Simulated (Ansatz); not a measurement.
# 1T-VSeTe monolayer in a perpendicular field

What dipole does a perpendicular field induce in the 1T-VSeTe monolayer? A positive field points along +c.

Program: Ansatz 0.2.0. Level of theory: plane-wave DFT, PBE-D3(BJ), Ansatz PAW (set soft_1); PAW set soft_1. Results are calculated unless marked as measured.

### Step 1. The structure

The cell holds 3 atoms: 1 Te, 1 V and 1 Se. Its edges and angles: a = 3.465 Å, b = 3.465 Å, c = 38.182 Å, α = 90.0°, β = 90.0°, γ = 120.0°. Vacuum lies along c.

### Step 2. Relaxing the slab

The starting cell is a guess, so the in-plane lattice and the atoms are relaxed first, with the slab cut off from its images along the normal.

Contents of input.yaml:

```yaml
crystal:
  lattice:
    - [3.465, 0.0, 0.0]
    - [-1.7325, 3.0007780241, 0.0]
    - [0.0, 0.0, 38.1820456046]
  atoms:
    - { symbol: Te, position: [0.6666666667, 0.3333333333, 0.4530925393] }
    - { symbol: V, position: [0.0, 0.0, 0.5035363063], spin: 1.0 }
    - { symbol: Se, position: [0.3333333333, 0.6666666667, 0.5469074607] }
  periodic: [true, true, false]
magnetization:
  spin_polarized: true
kpoints:
  mp_grid: { grid: [12, 12, 1] }
hamiltonian:
  xc: pbe
  dispersion: d3bj
  pseudopotentials: { kind: paw, azcp: { folder: soft_1 } }
scf:
  occupations: { method: fermi_dirac, width: 0.05 }
  convergence: { dr2_threshold: 1.0e-09 }
relax:
  f_tol: 0.004
  max_steps: 90
  cell: {}
output:
  write_potential: true
  write_density: true
  volumetric_format: npy
```

On the command line:

```
> ansatz run input.yaml --threads 2 --pin off --max-ram 3072MiB --backend cpu --events-out ev --progress --plain --runs-dir out
```

Numbers of over 12 decimals in the logs are rounded to 6 here.

The log of the run:

```text
Warning: relax.cell: scf.convergence.dr2_threshold = 1e-9 eV is looser than the 1.62626339157e-10 eV advised for a relaxation that steers and ends on the stress (1e-10 eV for each atom of the cell: 3, times the square of relax.cell.stress_2d_tol = 0.05 N/m over 13.6 Å (the atoms' height at the walk's start and 5 Å past either face), 3.681e-2 GPa, over a crystal's default 0.05). What an SCF threshold leaves in a stress goes as its square root, and in the free energy as the threshold itself, and one threshold admits the most on a small cell: [figures from the program's tests cut] Set scf.convergence.dr2_threshold to 1.62626339157e-10 eV or tighter. [rest of the remark cut]
Engine: ansatz 0.2.0, aarch64-unknown-linux-gnu
Pseudopotentials: kind: paw
Pseudopotential: Te, paw, valence charge 16, recommended cutoff 420 eV (normal), soft_1/Te.paw.azcp
Pseudopotential: V, paw, valence charge 13, recommended cutoff 420 eV (normal), soft_1/V.paw.azcp
Pseudopotential: Se, paw, valence charge 16, recommended cutoff 420 eV (normal), soft_1/Se.paw.azcp
Functional definition: PBE
  parameter kappa = 0.804
  parameter beta = 0.066725
  exchange = pbe_x(kappa = kappa, mu = beta*pi^2/3)
  correlation = pbe_c(beta = beta)
Crystal: 3 atoms, lattice volume = 397.005 Å³
Basis set: ecut = 420 eV, 7729 PW (Γ), exchange–correlation on 48×48×512 points (8 copies of the dense FFT grid, shifted against one another)
Bands: 28, of which v1, the nominal top of the filled ones, is band 23 counted from 1 (22 counted from 0)
Symmetry: 6 space group operations
Space group: P3m1 (ITA 156), of the structure as read, at distance tolerance 7.3e-5 Å
Magnetic group: BNS 156.49 (UNI 1279), of the structure as read, at distance tolerance 7.3e-5 Å
k-points: 19 of 144 (time reversal used)
Non-local potential: Te, projectors of the file, l = 0: 2, l = 1: 2, l = 2: 2, l = 3: 1
Non-local potential: V, projectors of the file, l = 0: 3, l = 1: 2, l = 2: 3, l = 3: 1
Non-local potential: Se, projectors of the file, l = 0: 2, l = 1: 2, l = 2: 3, l = 3: 1
PAW form: soft (Blöchl's): semilocal exchange-correlation on the pseudo side does not see the compensation charge
PAW one-centre angular grid: Te, 590 points (default); XC on 64 Gauss nodes
PAW one-centre angular grid: V, 590 points (default); XC on 64 Gauss nodes
PAW one-centre angular grid: Se, 590 points (default); XC on 64 Gauss nodes
Initial density: superposition of atomic densities (neutral atoms: chi_scale 0, normalization atom)
Starting moments: Σ|m| = 1 μB on 1 of 3 sites
Initial wavefunctions: pseudopotential atomic-orbital guess
Functional: x = pbe(κ = 0.804, μ = 0.219515), c = pbe(β = 0.066725)
SCF iter   1: F=—  HF=-15364.250180 eV  |F-HF|=—  |Δ(HF+E_count)|=         —  Δρ=7.74e-3 (↑7.74e-3 ↓6.53e-3)  dr2=2.42e0  dr2_m=2.12e-2  M=0.778 μB ∫|m|=1.025 μB  β_m=0.30  ethr=3.10e-3  ⟨swp⟩=17.3  Hψ=7826  notcnv=0
Mixer restart at iter 1: flushing history
preconditioner: auto → LDOS  [metal: Δε(μ)=0.071 eV  Ē_g=7.196 eV  σ=0.050 eV  W_gap=0.33  n_scr=22 (ndim 8)  ℏωp=7.7 eV  f_vac=0.793  D(μ)=1.63/eV (n_scr^D=10)]
spin=Collinear: LDOS preconditioning applied to the charge; magnetization (m = ρ↑ − ρ↓) channel mixes plain (no charge-response kernel on spin).
SCF iter   2: F=—  HF=-15363.862334 eV  |F-HF|=—  |Δ(HF+E_count)|=   3.88e-1  Δρ=4.18e-3 (↑4.18e-3 ↓4.06e-3)  dr2=4.78e-1  dr2_m=9.18e-3  M=0.802 μB ∫|m|=1.051 μB  β_m=0.41  ethr=3.10e-3  ⟨swp⟩=3.8  Hψ=2054  notcnv=0
SCF iter   3: F=—  HF=-15363.826810 eV  |F-HF|=—  |Δ(HF+E_count)|=   3.55e-2  Δρ=1.87e-3 (↑1.52e-3 ↓1.87e-3)  dr2=2.47e-2  dr2_m=2.43e-3  M=0.832 μB ∫|m|=1.085 μB  β_m=0.55  ethr=1.06e-3  ⟨swp⟩=4.1  Hψ=1918  notcnv=0
SCF iter   4: F=—  HF=-15363.853323 eV  |F-HF|=—  |Δ(HF+E_count)|=         —  Δρ=1.86e-3 (↑1.86e-3 ↓1.64e-3)  dr2=2.01e-3  dr2_m=1.03e-2  M=0.928 μB ∫|m|=1.229 μB  β_m=0.55  ethr=5.48e-5  ⟨swp⟩=3.9  Hψ=2613  notcnv=0
SCF iter   5: F=—  HF=-15363.858789 eV  |F-HF|=—  |Δ(HF+E_count)|=   5.47e-3  Δρ=1.44e-3 (↑1.44e-3 ↓1.29e-3)  dr2=3.91e-4  dr2_m=6.62e-3  M=0.961 μB ∫|m|=1.288 μB  β_m=0.28  ethr=4.47e-6  ⟨swp⟩=2.9  Hψ=2311  notcnv=0
SCF iter   6: F=—  HF=-15363.859132 eV  |F-HF|=—  |Δ(HF+E_count)|=   3.43e-4  Δρ=7.06e-4 (↑7.06e-4 ↓6.87e-4)  dr2=4.29e-4  dr2_m=1.68e-3  M=0.981 μB ∫|m|=1.331 μB  β_m=0.58  ethr=8.69e-7  ⟨swp⟩=3.2  Hψ=2408  notcnv=0
SCF iter   7: F=—  HF=-15363.859808 eV  |F-HF|=—  |Δ(HF+E_count)|=         —  Δρ=1.56e-4 (↑1.56e-4 ↓1.13e-4)  dr2=3.24e-5  dr2_m=5.17e-5  M=1.018 μB ∫|m|=1.403 μB  β_m=0.58  ethr=8.69e-7  ⟨swp⟩=3.2  Hψ=2509  notcnv=0
SCF iter   8: F=—  HF=-15363.859841 eV  |F-HF|=—  |Δ(HF+E_count)|=   3.28e-5  Δρ=4.97e-5 (↑3.32e-5 ↓4.97e-5)  dr2=6.66e-6  dr2_m=2.22e-6  M=1.020 μB ∫|m|=1.409 μB  β_m=0.79  ethr=7.19e-8  ⟨swp⟩=3.2  Hψ=2174  notcnv=0
SCF iter   9: F=—  HF=-15363.859876 eV  |F-HF|=—  |Δ(HF+E_count)|=   3.47e-5  Δρ=4.23e-5 (↑4.23e-5 ↓1.81e-5)  dr2=3.84e-6  dr2_m=3.15e-6  M=1.020 μB ∫|m|=1.409 μB  β_m=0.75  ethr=1.48e-8  ⟨swp⟩=3.1  Hψ=2348  notcnv=0
SCF iter  10: F=—  HF=-15363.859875 eV  |F-HF|=—  |Δ(HF+E_count)|=   1.36e-7  Δρ=7.21e-6 (↑7.21e-6 ↓2.38e-6)  dr2=1.30e-7  dr2_m=7.54e-8  M=1.020 μB ∫|m|=1.410 μB  β_m=0.88  ethr=8.54e-9  ⟨swp⟩=3.0  Hψ=2155  notcnv=0
SCF iter  11: F=—  HF=-15363.859876 eV  |F-HF|=—  |Δ(HF+E_count)|=   3.15e-7  Δρ=1.51e-6 (↑1.51e-6 ↓1.21e-6)  dr2=1.30e-8  dr2_m=4.50e-9  M=1.020 μB ∫|m|=1.410 μB  β_m=0.86  ethr=2.89e-10  ⟨swp⟩=3.5  Hψ=2393  notcnv=0
SCF iter  12: F=—  HF=-15363.859876 eV  |F-HF|=—  |Δ(HF+E_count)|=   1.20e-8  Δρ=1.00e-6 (↑1.00e-6 ↓7.19e-7)  dr2=1.06e-8  dr2_m=1.73e-9  M=1.020 μB ∫|m|=1.410 μB  β_m=0.74  ethr=2.89e-11  ⟨swp⟩=3.9  Hψ=2552  notcnv=0
SCF iter  13: F=—  HF=-15363.859876 eV  |F-HF|=—  |Δ(HF+E_count)|=  8.04e-10  Δρ=3.06e-7 (↑3.06e-7 ↓1.46e-7)  dr2=7.73e-10  dr2_m=1.25e-10  M=1.020 μB ∫|m|=1.410 μB  β_m=0.83  ethr=2.36e-11  ⟨swp⟩=3.3  Hψ=2200  notcnv=0
SCF iter  14: F=-15363.859876 eV  HF=-15363.859876 eV  |F-HF|=1.78e-10  |Δ(HF+E_count)|=   1.34e-9  Δρ=1.90e-7 (↑1.90e-7 ↓9.83e-8)  dr2=6.27e-10  dr2_m=1.16e-11  M=1.020 μB ∫|m|=1.410 μB  ethr=1.72e-12  ⟨swp⟩=7.9  Hψ=7254  notcnv=0
SCF 1 converged in 14 iterations: F = -15363.859876 eV  dr2 = 6.27e-10
  greatest PAW one-centre occupation: 1.000 electrons in one spin orbital (limit 2), on the Se atom at site 2 (counted from 0), in its partial waves of l = 2
[...]
SCF iter   9: F=—  HF=-15364.088147 eV  |F-HF|=—  |Δ(HF+E_count)|=   7.60e-8  Δρ=3.29e-7 (↑3.29e-7 ↓2.93e-7)  dr2=1.17e-9  dr2_m=2.23e-10  M=0.867 μB ∫|m|=1.121 μB  β_m=0.77  ethr=3.66e-11  ⟨swp⟩=3.3  Hψ=2249  notcnv=0
SCF iter  10: F=-15364.088147 eV  HF=-15364.088147 eV  |F-HF|=8.82e-10  |Δ(HF+E_count)|=   2.26e-9  Δρ=1.21e-7 (↑8.28e-8 ↓1.21e-7)  dr2=1.36e-10  dr2_m=2.58e-11  M=0.867 μB ∫|m|=1.121 μB  ethr=2.22e-12  ⟨swp⟩=9.4  Hψ=8142  notcnv=0
SCF 3 converged in 10 iterations: F = -15364.088147 eV  dr2 = 1.36e-10
relax step   3: F+E_penalty+E_count = -15364.08814653 eV  Δ(F+E_penalty+E_count) = -1.590e-2 eV  max|allowed force component| = 7.224e-2 eV/Å  Δτ_max = 0.0497 Å  P = -0.380 N/m  Ω = 391.235 Å³  energy of the carried Pulay correction = +2.736e-4 eV  fix = [c, alpha, beta]  reactions: c -0.000 N/m  (10 SCF iters, accepted)
[...]
relax step   4: F+E_penalty+E_count = -15364.08903763 eV  Δ(F+E_penalty+E_count) = -8.911e-4 eV  max|allowed force component| = 2.478e-2 eV/Å  Δτ_max = 0.0034 Å  P = -0.107 N/m  Ω = 389.815 Å³  energy of the carried Pulay correction = +3.415e-4 eV  fix = [c, alpha, beta]  reactions: c -0.000 N/m  (9 SCF iters, accepted)
[...]
relax step   5: F+E_penalty+E_count = -15364.08918442 eV  Δ(F+E_penalty+E_count) = -1.468e-4 eV  max|allowed force component| = 1.044e-2 eV/Å  Δτ_max = 0.0010 Å  P = -0.008 N/m  Ω = 388.953 Å³  energy of the carried Pulay correction = +3.829e-4 eV  fix = [c, alpha, beta]  reactions: c -0.000 N/m  (8 SCF iters, accepted)
[...]
relax step   6: F+E_penalty+E_count = -15364.08919852 eV  Δ(F+E_penalty+E_count) = -1.410e-5 eV  max|allowed force component| = 2.438e-3 eV/Å  Δτ_max = 0.0008 Å  P = -0.004 N/m  Ω = 388.801 Å³  energy of the carried Pulay correction = +3.902e-4 eV  fix = [c, alpha, beta]  reactions: c -0.000 N/m  (6 SCF iters, accepted)
Initial wavefunctions: pseudopotential atomic-orbital guess (no wavefunctions were taken with the density)
iter 1 solved again at ethr=5.37e-7 eV; its pass at ethr=3.10e-3 eV (dr2=2.42e-4 eV) is discarded
SCF iter   1: F=—  HF=-15364.088734 eV  |F-HF|=—  |Δ(HF+E_count)|=         —  Δρ=8.24e-6 (↑8.24e-6 ↓6.76e-6)  dr2=7.56e-7  dr2_m=1.17e-8  M=0.848 μB ∫|m|=1.085 μB  β_m=0.65  ethr=5.37e-7  ⟨swp⟩=6.5  Hψ=11730  notcnv=0
spin=Collinear: LDOS preconditioning applied to the charge; magnetization (m = ρ↑ − ρ↓) channel mixes plain (no charge-response kernel on spin).
SCF iter   2: F=—  HF=-15364.088728 eV  |F-HF|=—  |Δ(HF+E_count)|=   6.12e-6  Δρ=4.34e-6 (↑4.34e-6 ↓3.09e-6)  dr2=1.59e-7  dr2_m=2.66e-9  M=0.848 μB ∫|m|=1.085 μB  β_m=0.51  ethr=1.68e-9  ⟨swp⟩=4.2  Hψ=2794  notcnv=0
SCF iter   3: F=—  HF=-15364.088728 eV  |F-HF|=—  |Δ(HF+E_count)|=   1.54e-8  Δρ=1.39e-6 (↑1.15e-6 ↓1.39e-6)  dr2=3.11e-8  dr2_m=2.62e-10  M=0.848 μB ∫|m|=1.085 μB  β_m=0.50  ethr=3.53e-10  ⟨swp⟩=3.1  Hψ=1828  notcnv=0
SCF iter   4: F=—  HF=-15364.088728 eV  |F-HF|=—  |Δ(HF+E_count)|=   6.47e-8  Δρ=5.65e-7 (↑5.29e-7 ↓5.65e-7)  dr2=1.13e-9  dr2_m=3.20e-10  M=0.848 μB ∫|m|=1.085 μB  β_m=0.63  ethr=6.90e-11  ⟨swp⟩=3.1  Hψ=1930  notcnv=0
SCF iter   5: F=—  HF=-15364.088728 eV  |F-HF|=—  |Δ(HF+E_count)|=   5.18e-8  Δρ=2.92e-7 (↑1.93e-7 ↓2.92e-7)  dr2=4.11e-10  dr2_m=8.08e-11  M=0.848 μB ∫|m|=1.085 μB  β_m=0.67  ethr=2.51e-12  ⟨swp⟩=3.4  Hψ=2488  notcnv=0
SCF iter   6: F=-15364.088728 eV  HF=-15364.088728 eV  |F-HF|=4.55e-10  |Δ(HF+E_count)|=   1.63e-8  Δρ=6.95e-8 (↑6.95e-8 ↓5.89e-8)  dr2=9.58e-11  dr2_m=8.46e-12  M=0.848 μB ∫|m|=1.085 μB  ethr=1.00e-12  ⟨swp⟩=13.0  Hψ=8006  notcnv=0
SCF 7 converged in 6 iterations: F = -15364.088728 eV  dr2 = 9.58e-11
relax step   7: F+E_penalty+E_count = -15364.08872800 eV  Δ(F+E_penalty+E_count) = +4.705e-4 eV  max|allowed force component| = 2.375e-3 eV/Å  Δτ_max = 0.0000 Å  P = +0.001 N/m  Ω = 388.801 Å³  fix = [c, alpha, beta]  reactions: c +0.000 N/m  stress off target by 1.42e-3 N/m on what of the cell is left free  SCF on the basis re-selected at this cell (its energy is not comparable with the rows above)  (6 SCF iters)
basis re-selected at this cell: Δ(F+E_penalty+E_count) = +4.705e-4 eV, ΔP = +0.005 N/m vs the last step (what re-selecting the basis moved, of the pressure what is left beyond the Pulay correction that the steps carried, after the strain that the cell walked since its last selection, with what the two solves' SCF thresholds leave and, on support functions, any second-order correction that the steps lacked; it is no m [...]
WARN: The output density's exchange-correlation potential varies sharply where the density is thin. Do not read a vacuum level from v_tot or v_xc, or from such a field of the output density. On a cell that repeats whose density bears no net charge and no dipole along the vacuum's axis use v_es (v_loc + v_h of the components); under efield.dipole_correction with no amplitude use v_es + v_field, which holds any externa [...]
SCF converged after 6 iterations
Magnetization: 0.8481 μB (22.9240 up, 22.0760 down)
Absolute magnetization: 1.0857 μB (∫|ρ↑−ρ↓|, with the PAW one-centre terms)
Spin contamination: 0.0358 ħ² per cell (⟨S²⟩ above its minimum at these occupations)
Per-site moments (μB) at R_I (Å): [(-0.050063, 1.114631), (0.784521, 1.018829), (-0.018797, 1.018829)]
Free energy (F): -15364.088728 eV
Harris-Foulkes:  -15364.088728 eV  (|F-HF|=4.55e-10)
Internal energy: -15364.077748 eV  (E = F + TS)
E sigma→0 (E₀):  -15364.083238 eV
Entropy (-TS):   -0.010980 eV (-3.660 meV/atom)
Fermi energy:    -4.650699 eV
--- Per-component energies (eV) ---
  E_band       = -1501.062673
  E_kinetic    = 579.496726
  E_local      = -146273.748879  (includes V_loc(G=0)·N_el)
  E_nonlocal   = -206.156317
  E_hartree    = 72767.635325
  E_xc         = -322.827378
  E_vxc        = -338.102121  (∫ρ·V_xc dr)
  E_paw        = -7927.672212  (= ΣΔE_a)
  E_vpaw       = -797.823082  (= ΣTr[D̂ρ^β])
  E_aug_tail   = 0.000774  (compensation charges beyond the density's cutoff)
  E_ewald      = 66020.239538
  E_disp       = -1.045326  (pairwise vdW)
  E_smearing   = -0.010980  (= −TS)
  E_closure    = 0.000000  (closes the sum)
  Σ components = -15364.088728   (vs F -15364.088728, Δ=0.00e0)
--- Forces (eV/Å), atoms counted from 1 ---
  atom   1  Te    -0.00000000    -0.00000000    -0.00149057
  atom   2  V      0.00000000     0.00000000     0.00237577
  atom   3  Se    -0.00000000    -0.00000000    -0.00088336
  max |Σ_I F_I| component: 1.84e-6 eV/Å
--- 2D stress c σ (N/m, compression-positive) ---
        0.001423      -0.000000       0.000000
       -0.000000       0.001423       0.000000
        0.000000       0.000000       0.000000
  P = ½ c Tr σ = 0.0014 N/m
--- Band table (eV; the first three rows and the last of 38) ---
  k-point 0 ↑: bands = [... 19 lower, -6.9559, -5.1822, -5.1822, -4.9294, -3.2715, -3.2715, -1.2262, -1.2262, ... 1 higher]
  k-point 1 ↑: bands = [... 19 lower, -6.6497, -5.3788, -5.2800, -4.9861, -3.5765, -3.2736, -1.8314, -1.3769, ... 1 higher]
  k-point 2 ↑: bands = [... 19 lower, -6.5362, -6.1523, -5.4759, -5.0990, -3.9535, -3.3681, -2.6665, -1.6512, ... 1 higher]
  k-point 18 ↓: bands = [... 19 lower, -8.1006, -7.2252, -7.1188, -3.7224, -3.5325, -3.5074, -2.4702, -1.9656, ... 1 higher]
  the weakly bound empty levels are not read free of the cell's end (no_gap_told)
--- Relaxed structure (6 steps of the walk, 6 accepted, 1 SCFs on fresh bases) ---
  F+E_penalty+E_count = -15364.08872800 eV   max|allowed force component| = 2.375e-3 eV/Å   (the final SCF, on the basis selected at the relaxed cell)
  cell:  # Å, volume = 388.8006 Å³
    - [3.429008, 0.0, 0]
    - [-1.714504, 2.969608, 0]
    - [0, 0, 38.1820456046]
  atoms:
    - { symbol: Te, position: [0.666667, 0.333333, 0.456175] }
    - { symbol: V, position: [8.460585455265529e-19, 3.7904985973328533e-19, 0.504341] }
    - { symbol: Se, position: [0.333333, 0.666667, 0.543020] }
```

Wall time 2.2 min (2 threads of Arm Neoverse V2, shared host); peak memory 0.82 GiB; 4.4 min of CPU time.

Step by step:

```tsv
step	energy less that of the first step (eV)	largest force component (eV/Å)	volume (Å³)
1	0.0000	1.6757	397.01
2	-0.2124	0.4101	394.14
3	-0.2283	0.0722	391.24
4	-0.2292	0.0248	389.82
5	-0.2293	0.0104	388.95
6	-0.2293	0.0024	388.80
7*	-0.2289	0.0024	388.80
```

Relaxation steps marked * repeat the geometry before them on a plane-wave basis chosen anew for their cell, so energy and pressure can jump there.

The run keeps the 6 symmetry operations that it works with, so distortions that break them were not tested.

```tsv
cell as run	before	after	change
a (Å)	3.465	3.429	-1.0 %
b (Å)	3.465	3.429	-1.0 %
```

The atoms that moved most (Å, along periodic axes as changes of fractional coordinates times the final cell, across vacuum about the mean position):

```tsv
atom	dx	dy	dz	length
Se3	0.000	0.000	-0.148	0.148
Te1	0.000	0.000	0.118	0.118
V2	0.000	0.000	0.031	0.031
```

Final coordinates:

```xyz
3
Lattice="3.4290 0.0000 0.0000 -1.7145 2.9696 0.0000 0.0000 0.0000 38.1820" Properties=species:S:1:pos:R:3
Te    1.7145    0.9899   17.4177
V     0.0000    0.0000   19.2568
Se    0.0000    1.9797   20.7336
```

This step gave:

```
energy at zero smearing : -15364.0832 eV
total moment            : 0.8481 μB
site moments            : -0.05006, 0.7845, -0.01880 μB
```

Site moment by atom:

```tsv
atom	site moment (μB)
Te1	-0.050
V2	0.785
Se3	-0.019
```

The lattice constant a goes from 3.465 to 3.429 Å.

[end of part 1 of 2]

[Logs are printed without paths, hosts, clocks, repeated set-up lines and the standing remarks that a program may print on its own settings, such as how far it seeks lower states.]

[Hosts, paths, dates, database ids (printed as entryN), source tags and the programs' standing remarks are cut or masked in the printed files.]

[Maps of the electrostatic potential energy from Ansatz leave out the sawtooth potential of an applied field or a dipole correction, so their vacuum need not be flat; planar profiles and work functions include it.]
